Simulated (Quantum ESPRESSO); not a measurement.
# Grüneisen parameters and expansion of Al (Fm-3m), part 3 of 7

Wanted: mode Grüneisen parameters of Al and a free-energy fit over volumes.

Measurements to reproduce:
- volume expansion coefficient 69 1e-6/K and heat capacity C_P per formula unit 24.2 J/mol/K near room temperature (given in “High-Throughput Prediction of Finite-Temperature Properties using the Quasi-Harmonic Approximation”, 2016, arXiv:1603.06924)

Quantum ESPRESSO 7.5; DFT LDA, scalar-relativistic, plane waves, GBRV ultrasoft pseudopotentials.

So far. Step 2 (A first coarse run): The start is under -3.8 GPa at this level and looks like a metal on this mesh. Step 3 (Finding the static equilibrium): After the last step pw.x solved the final cell once more on a basis chosen for it, which moves the energy without moving the atoms.

## Step 4: Ground state at this cell

A tight ground state at this cell gives the energy of this member; its pressure is the stress at this cutoff, which can carry an offset from the finite basis.

Contents of scf.in:

```
&CONTROL
  calculation = 'scf'
  prefix      = 'x'
  outdir      = './tmp'
  pseudo_dir  = './pseudo'
  tprnfor     = .true.
  tstress     = .true.
/
&SYSTEM
  ibrav       = 0
  nat         = 1
  ntyp        = 1
  ecutwfc     = 40.0
  ecutrho     = 240.0
  occupations = 'smearing'
  smearing    = 'mv'
  degauss     = 0.02
/
&ELECTRONS
  conv_thr         = 1.0d-12
  mixing_beta      = 0.7
  electron_maxstep = 100
/
ATOMIC_SPECIES
 Al     26.9815  Al.upf
CELL_PARAMETERS angstrom
     0.000000000    1.991596251    1.991596251
     1.991596251    0.000000000    1.991596251
     1.991596251    1.991596251    0.000000000
ATOMIC_POSITIONS crystal
 Al     0.000000000   0.000000000   0.000000000
K_POINTS automatic
 16 16 16 0 0 0
```

The run is started by

```sh
OMP_NUM_THREADS=1 mpirun -n 8 pw.x -nk 8 -in scf.in > scf.out
```

The program printed:

```text
[banner, memory and clock lines left out]
Program PWSCF v.7.5

     Message from routine setup:
     using ibrav=0 with symmetry is DISCOURAGED, use correct ibrav instead

     G-vector sticks info

     bravais-lattice index     =            0
     lattice parameter (alat)  =       5.3225  a.u.
     unit-cell volume          =     106.6180 (a.u.)^3
     number of atoms/cell      =            1
     number of atomic types    =            1
     number of electrons       =         3.00
     number of Kohn-Sham states=            6
     kinetic-energy cutoff     =      40.0000  Ry
     charge density cutoff     =     240.0000  Ry
     scf convergence threshold =      1.0E-12
     mixing beta               =       0.7000
     number of iterations used =            8  plain     mixing
     Exchange-correlation= SLA  PZ   NOGX NOGC
                           (   1   1   0   0   0   0   0)

     celldm(1)=   5.322494  celldm(2)=   0.000000  celldm(3)=   0.000000
     celldm(4)=   0.000000  celldm(5)=   0.000000  celldm(6)=   0.000000

     crystal axes: (cart. coord. in units of alat)
               a(1) = (   0.000000   0.707107   0.707107 )
               a(2) = (   0.707107   0.000000   0.707107 )
               a(3) = (   0.707107   0.707107   0.000000 )

     reciprocal axes: (cart. coord. in units 2 pi/alat)
               b(1) = ( -0.707107  0.707107  0.707107 )
               b(2) = (  0.707107 -0.707107  0.707107 )
               b(3) = (  0.707107  0.707107 -0.707107 )

     PseudoPot. # 1 for Al read from file:
     ./pseudo/Al.upf
     Pseudo is Ultrasoft + core correction, Zval =  3.0
     Using radial grid of  893 points,  3 beta functions with:
                l(1) =   0
                l(2) =   1
                l(3) =   2
     Q(r) pseudized with  8 coefficients,  rinner =    0.900   0.900   0.900
                                                       0.900   0.900

     atomic species   valence    mass     pseudopotential
     Al                3.00    26.98150     Al( 1.00)

     48 Sym. Ops., with inversion, found

   Cartesian axes

     site n.     atom                  positions (alat units)
         1        Al     tau(   1) = (   0.0000000   0.0000000   0.0000000  )

     number of k points=   145  Marzari-Vanderbilt smearing, width (Ry)=  0.0200

     Number of k-points >= 100: set verbosity='high' to print them.

     Dense  grid:     6735 G-vectors     FFT dimensions: (  27,  27,  27)

     Smooth grid:     3695 G-vectors     FFT dimensions: (  24,  24,  24)

     Initial potential from superposition of free atoms

     starting charge       2.9978, renormalised to       3.0000
     Starting wfcs are    4 randomized atomic wfcs +    2 random wfcs

     per-process dynamical memory:     9.3 Mb

     Self-consistent Calculation

     iteration #  1     ecut=    40.00 Ry     beta= 0.70
     Davidson diagonalization with overlap
     ethr =  1.00E-02,  avg # of iterations =  5.5

     Threshold (ethr) on eigenvalues was too large:
     Diagonalizing with lowered threshold

     Davidson diagonalization with overlap
     ethr =  2.01E-04,  avg # of iterations =  2.3

     total energy              =      -6.64457487 Ry
     estimated scf accuracy    <       0.00601254 Ry

     iteration #  2     ecut=    40.00 Ry     beta= 0.70
     Davidson diagonalization with overlap
     ethr =  2.00E-04,  avg # of iterations =  1.0

     total energy              =      -6.64462796 Ry
     estimated scf accuracy    <       0.00032953 Ry

     iteration #  3     ecut=    40.00 Ry     beta= 0.70
     Davidson diagonalization with overlap
     ethr =  1.10E-05,  avg # of iterations =  2.3

     total energy              =      -6.64464276 Ry
     estimated scf accuracy    <       0.00000128 Ry

     iteration #  4     ecut=    40.00 Ry     beta= 0.70
     Davidson diagonalization with overlap
     ethr =  4.26E-08,  avg # of iterations =  2.4

     total energy              =      -6.64464324 Ry
     estimated scf accuracy    <          8.0E-09 Ry

     iteration #  5     ecut=    40.00 Ry     beta= 0.70
     Davidson diagonalization with overlap
     ethr =  2.67E-10,  avg # of iterations =  2.0

     total energy              =      -6.64464325 Ry
     estimated scf accuracy    <          5.3E-10 Ry

     iteration #  6     ecut=    40.00 Ry     beta= 0.70
     Davidson diagonalization with overlap
     ethr =  1.76E-11,  avg # of iterations =  1.1

     total energy              =      -6.64464325 Ry
     estimated scf accuracy    <          4.3E-12 Ry

     iteration #  7     ecut=    40.00 Ry     beta= 0.70
     Davidson diagonalization with overlap
     ethr =  1.43E-13,  avg # of iterations =  1.9

     End of self-consistent calculation

     Number of k-points >= 100: set verbosity='high' to print the bands.

     the Fermi energy is     8.1795 ev

!    total energy              =      -6.64464325 Ry
     estimated scf accuracy    <          7.0E-14 Ry
     smearing contrib. (-TS)   =      -0.00000443 Ry
     internal energy E=F+TS    =      -6.64463881 Ry

     The total energy is F=E-TS. E is the sum of the following terms:
     one-electron contribution =       3.08145606 Ry
     hartree contribution      =       0.00862061 Ry
     xc contribution           =      -4.25272064 Ry
     ewald contribution        =      -5.48199484 Ry

     convergence has been achieved in   7 iterations

     Forces acting on atoms (cartesian axes, Ry/au):

     atom    1 type  1   force =     0.00000000    0.00000000    0.00000000

     Total force =     0.000000     Total SCF correction =     0.000000

     Computing stress (Cartesian axis) and pressure

          total   stress  (Ry/bohr**3)                   (kbar)     P=        0.05
   0.00000037  -0.00000000  -0.00000000            0.05       -0.00       -0.00
  -0.00000000   0.00000037  -0.00000000           -0.00        0.05       -0.00
  -0.00000000  -0.00000000   0.00000037           -0.00       -0.00        0.05

     XML data file, charge density, pseudopotentials, collected wavefunctions
```

It took 1.9 s on 8 MPI ranks of Intel Xeon Platinum 8488C (Sapphire Rapids), shared host.

On a basis chosen for the relaxed cell the pressure is 0.005 GPa, small enough for phonons.

(Part 3 of 7 ends here.)

[Logs are printed without paths, hosts, clocks, repeated set-up lines and the standing remarks that a program may print on its own settings, such as how far it seeks lower states.]

[Hosts, paths, dates, database ids (printed as entryN), source tags and the programs' standing remarks are cut or masked in the printed files.]

[A step with changed settings may run another functional than the one named; its input shows which.]

[Of the runs on displaced cells, only some may be shown.]
